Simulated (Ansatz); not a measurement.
# ZrCdS3 (model cell, started as cubic perovskite with Zr in the octahedra): a soft mode frozen in, part 2 of 2

Aim: this structure of ZrCdS3 (model cell, started as cubic perovskite with Zr in the octahedra) is to be tested for unstable modes, and one is followed downhill.

Ansatz 0.2.0; DFT PBEsol, scalar-relativistic, plane waves, PAW; PAW set soft_1.

So far. Step 5 (Energy along the mode, all amplitudes (two of the runs …): The lowest of the steps tried is the last one, at 0.6 Å, 298 meV/atom below the parent; the bottom of the well need not coincide with a step. Step 7 (The new phase in its own primitive cell): The largest force component left is 0.87 meV/Å and the pressure is 0.005 GPa, within the tolerances set. The cell now holds 21.93 Å³/atom. The relaxed cell has a = 6.613, c = 17.367 Å (conventional setting).

The structure was built from a prototype and need not be the compound's stable phase.

**8. Modes of the new phase, k-mesh 6×6×6, occupations fixed**

A relaxed structure may still be a saddle point, so its zone-centre modes are computed. The response to a homogeneous field gives the Born charges and the dielectric tensor.

Input file input.yaml:

```yaml
crystal:
  lattice:
    - [3.3067146464, 1.9091325912, 5.7889262588]
    - [-3.3067146464, 1.9091325912, 5.7889262588]
    - [0.0, -3.8182651825, 5.7889262588]
  atoms:
    - { symbol: Cd, position: [0.25, 0.25, 0.25] }
    - { symbol: Cd, position: [0.75, 0.75, 0.75] }
    - { symbol: Zr, position: [0.5, 0.5, 0.5] }
    - { symbol: Zr, position: [0.0, 0.0, 0.0] }
    - { symbol: S, position: [0.3764842385, 0.75, 0.1235157615] }
    - { symbol: S, position: [0.6235157615, 0.25, 0.8764842385] }
    - { symbol: S, position: [0.8764842385, 0.6235157615, 0.25] }
    - { symbol: S, position: [0.1235157615, 0.3764842385, 0.75] }
    - { symbol: S, position: [0.25, 0.8764842385, 0.6235157615] }
    - { symbol: S, position: [0.75, 0.1235157615, 0.3764842385] }
kpoints:
  mp_grid: { grid: [6, 6, 6] }
hamiltonian:
  xc: pbesol
  pseudopotentials: { kind: paw, azcp: { folder: soft_1 }, xc_functional: pbe }
scf:
  occupations: { method: fixed }
output:
  eigenvalues: true
phonons:
  method: dfpt
  dielectric: true
  rigid_motions: translations
```

Run with:

```
> ansatz run input.yaml --threads 8 --pin off --max-ram 16384MiB --backend cpu --events-out ev --progress --plain --runs-dir out
```

It took 4.5 min on 8 threads of AMD EPYC 7B13 (Zen 3), shared host; peak memory 5.7 GiB.

Numbers from this step:

```
sum-rule residual before enforcement                    : 1.16e-4 eV/Å²
miss of the charge sum rule                             : 0.01896 e
estimated error of the dielectric tensor                : 0.05625
estimated error of the Born charges                     : 0.06869 e
point group                                             : -3m
highest optical mode at the zone centre (no LO-TO term) : 393.2 cm⁻¹
lowest optical zone-centre mode                         : -46.36 cm⁻¹
mean high-frequency dielectric constant                 : 11.28
largest Born charge (third of the trace)                : 7.613 e
top of the zone-centre spectrum with the field          : 393.2 cm⁻¹
```

Patterns of degenerate modes are one choice out of their space. Modes at Γ, with each element's share of the kinetic energy (negative means imaginary):

| mode | frequency (cm⁻¹) | symmetry | Cd % | Zr % | S % |
| --- | --- | --- | --- | --- | --- |
| 1 | -46.4 | A2u | 59 | 8 | 32 |
| 2 | -31.7 | A2g | 100 | 0 | 0 |
| 3 | 0.0 | acoustic | 37 | 30 | 32 |
| 4 | 0.0 | acoustic | 37 | 30 | 32 |
| 5 | 0.0 | acoustic | 37 | 30 | 32 |
| 6 | 24.7 | Eu | 27 | 26 | 48 |
| 7 | 24.7 | Eu | 27 | 26 | 48 |
| 8 | 62.1 | Eu | 3 | 40 | 57 |
| 9 | 62.1 | Eu | 3 | 40 | 57 |
| 10 | 64.1 | Eg | 36 | 0 | 64 |
| 11 | 64.1 | Eg | 36 | 0 | 64 |
| 12 | 64.5 | A2u | 3 | 53 | 44 |
| 13 | 103.3 | Eg | 50 | 0 | 50 |
| 14 | 103.3 | Eg | 50 | 0 | 50 |
| 15 | 143.9 | A2g | 0 | 0 | 100 |
| 16 | 196.5 | A1u | 0 | 86 | 14 |
| 17 | 197.4 | Eu | 16 | 79 | 5 |
| 18 | 197.4 | Eu | 16 | 79 | 5 |
| 19 | 233.2 | Eu | 13 | 18 | 69 |
| 20 | 233.2 | Eu | 13 | 18 | 69 |
| 21 | 249.0 | A2u | 0 | 8 | 91 |
| 22 | 274.8 | A1g | 0 | 0 | 100 |
| 23 | 277.6 | A1u | 0 | 14 | 86 |
| 24 | 283.2 | Eg | 12 | 0 | 88 |
| 25 | 283.2 | Eg | 12 | 0 | 88 |
| 26 | 302.5 | Eg | 2 | 0 | 98 |
| 27 | 302.5 | Eg | 2 | 0 | 98 |
| 28 | 304.9 | Eu | 4 | 7 | 89 |
| 29 | 304.9 | Eu | 4 | 7 | 89 |
| 30 | 393.2 | A2g | 0 | 0 | 100 |

Displacements in mode 1 (-46.4 cm⁻¹), the largest set to 1:
```
Cd1  0.00  0.00  1.00
Cd2  0.00  0.00  1.00
Zr3  0.00  0.00 -0.42
Zr4  0.00  0.00 -0.42
S5   0.18 -0.10 -0.77
S6   0.18 -0.10 -0.77
S7   0.00  0.20 -0.77
S8   0.00  0.20 -0.77
S9  -0.18 -0.10 -0.77
S10 -0.18 -0.10 -0.77
```

Displacements in mode 29 (304.9 cm⁻¹), the largest set to 1:
```
Cd1  0.00  0.25  0.00
Cd2  0.00  0.25  0.00
Zr3 -0.18 -0.30  0.00
Zr4  0.18 -0.30  0.00
S5  -0.87 -0.52 -0.47
S6  -0.87 -0.52 -0.47
S7   0.00  1.00  0.94
S8   0.00  1.00  0.94
S9   0.87 -0.52 -0.47
S10  0.87 -0.52 -0.47
```

Optical modes at the zone centre, without and with the macroscopic field of the longitudinal modes; each column is sorted by frequency, so a row need not hold one and the same mode. Modes with and without the field, by row:

| rank among optical modes | no field (cm⁻¹) | q along (1, 0, 0) (cm⁻¹) | q along (0, 0, 1) (cm⁻¹) |
| --- | --- | --- | --- |
| 1 | -46.4 | -46.4 | -38.2 |
| 2 | -31.7 | -31.7 | -31.7 |
| 3 | 24.7 | 24.7 | 24.7 |
| 4 | 24.7 | 25.1 | 24.7 |
| 5 | 62.1 | 62.1 | 62.1 |
| 6 | 62.1 | 64.1 | 62.1 |
| 7 | 64.1 | 64.1 | 64.1 |
| 8 | 64.1 | 64.5 | 64.1 |
| 9 | 64.5 | 94.6 | 103.3 |
| 10 | 103.3 | 103.3 | 103.3 |
| 11 | 103.3 | 103.3 | 127.8 |
| 12 | 143.9 | 143.9 | 143.9 |
| 13 | 196.5 | 196.5 | 196.5 |
| 14 | 197.4 | 197.4 | 197.4 |
| 15 | 197.4 | 198 | 197.4 |
| 16 | 233.2 | 233.2 | 233.2 |
| 17 | 233.2 | 249 | 233.2 |
| 18 | 249 | 274.8 | 274.8 |
| 19 | 274.8 | 277.6 | 277.6 |
| 20 | 277.6 | 283.2 | 283.2 |
| 21 | 283.2 | 283.2 | 283.2 |
| 22 | 283.2 | 287.3 | 302.5 |
| 23 | 302.5 | 302.5 | 302.5 |
| 24 | 302.5 | 302.5 | 304.9 |
| 25 | 304.9 | 304.9 | 304.9 |
| 26 | 304.9 | 374.3 | 372.5 |
| 27 | 393.2 | 393.2 | 393.2 |

Born charge (rows field, columns displacement) (e), principal values of the symmetric part by kind of site:

```csv
atom,atoms with these values,low,middle,high,mean
Cd1,2,1.77,2.80,2.80,2.45
Zr3,2,7.52,7.52,7.80,7.61
S5,6,-6.00,-2.63,-1.44,-3.36
```

In full for S5:

```
-3.84  0.70 -1.84
 0.70 -3.03  1.06
-1.99  1.15 -3.19
```

High-frequency dielectric tensor:

```
11.55  0.00  0.00
 0.00 11.55  0.00
 0.00  0.00 10.74
```

Transverse modes; imaginary modes are left out. Lines of the infrared spectrum (strongest = 100):

```
position (cm⁻¹)  lines merged  relative intensity
             25             1                 0.2
             62             1                  22
             64             2                  21
            103             1                 0.0
            144             1                 0.0
            196             1                 0.0
            197             1                 1.8
            233             1                 100
            249             1                  50
            275             1                 0.0
            278             1                 0.0
            283             1                 0.0
            302             1                 0.0
            305             1                  22
            393             1                 0.0
```

Before it was imposed, the acoustic sum rule was missed by 1.2e-4 eV/Å² and the charge sum rule by 0.019 e. Small misses are needed for a sound result but don't prove that mesh and cutoff are converged. The lowest optical mode is imaginary, 46.4i cm⁻¹, so the energy falls along it.

The log warns of the k mesh: “the force constants stand on the 6×6×6 k-mesh, whose period is 12.51 times the interband length at k = (0.0000, 0.0000, 0.0000), direct gap 1.119 eV, under 14: take them and everything formed from them as unconverged”.

**9. Results**

```
unstable mode of the parent                                                      : q = (-0.5, -0.5, -0.5), 180i cm⁻¹
depth at the lowest point sampled                                                : 298 meV/atom
largest atomic shift at that point                                               : 0.6 Å
space group reached (within 0.01 Å)                                              : R-3c
energy gained over the parent (first relaxation, on the mesh of the frozen mode) : 488 meV/atom
volume per atom, phase reached                                                   : 21.9 Å³
gap on the k-mesh, phase reached                                                 : 0.927 eV
lowest optical zone-centre mode, phase reached                                   : -46.4 cm⁻¹
highest optical mode at the zone centre (no LO-TO term), phase reached           : 393 cm⁻¹
```

Along this mode the structure falls into R-3c, 488 meV/atom below the parent. At the parent's cell the well is 298.1 meV/atom deep on the steps tried, with its lowest point at a shift of 0.6 Å. That is the last step tried, so the steps alone don't bracket the bottom of the well. Relaxing atoms and cell changes the gain by +190.02 meV/atom against the lowest step (energies at zero smearing). The new phase still has an imaginary mode at the zone centre of its cell, so it is a saddle point on the way to a lower structure. Of the 4 patterns followed to their end from this parent, this one reaches the lowest energy. Each path keeps the symmetry of its pattern, so a lower phase may lie along a pattern not tried. With the field response the log warns that the k mesh is coarse for the force constants too, so the frequencies may not be converged. With no gap, or one that is small against the smearing, the frequencies hang on the k mesh and the smearing, most of all near Kohn anomalies. The PAW files were made for PBE and serve the other functionals too. A phonon run warned that its eigensolver left some bands unconverged in a pass. The starting cell was built on a prototype and not taken from a measurement, so the phase need not exist.

[Logs are printed without paths, hosts, clocks, repeated set-up lines and the standing remarks that a program may print on its own settings, such as how far it seeks lower states.]

[Hosts, paths, dates, database ids (printed as entryN), source tags and the programs' standing remarks are cut or masked in the printed files.]
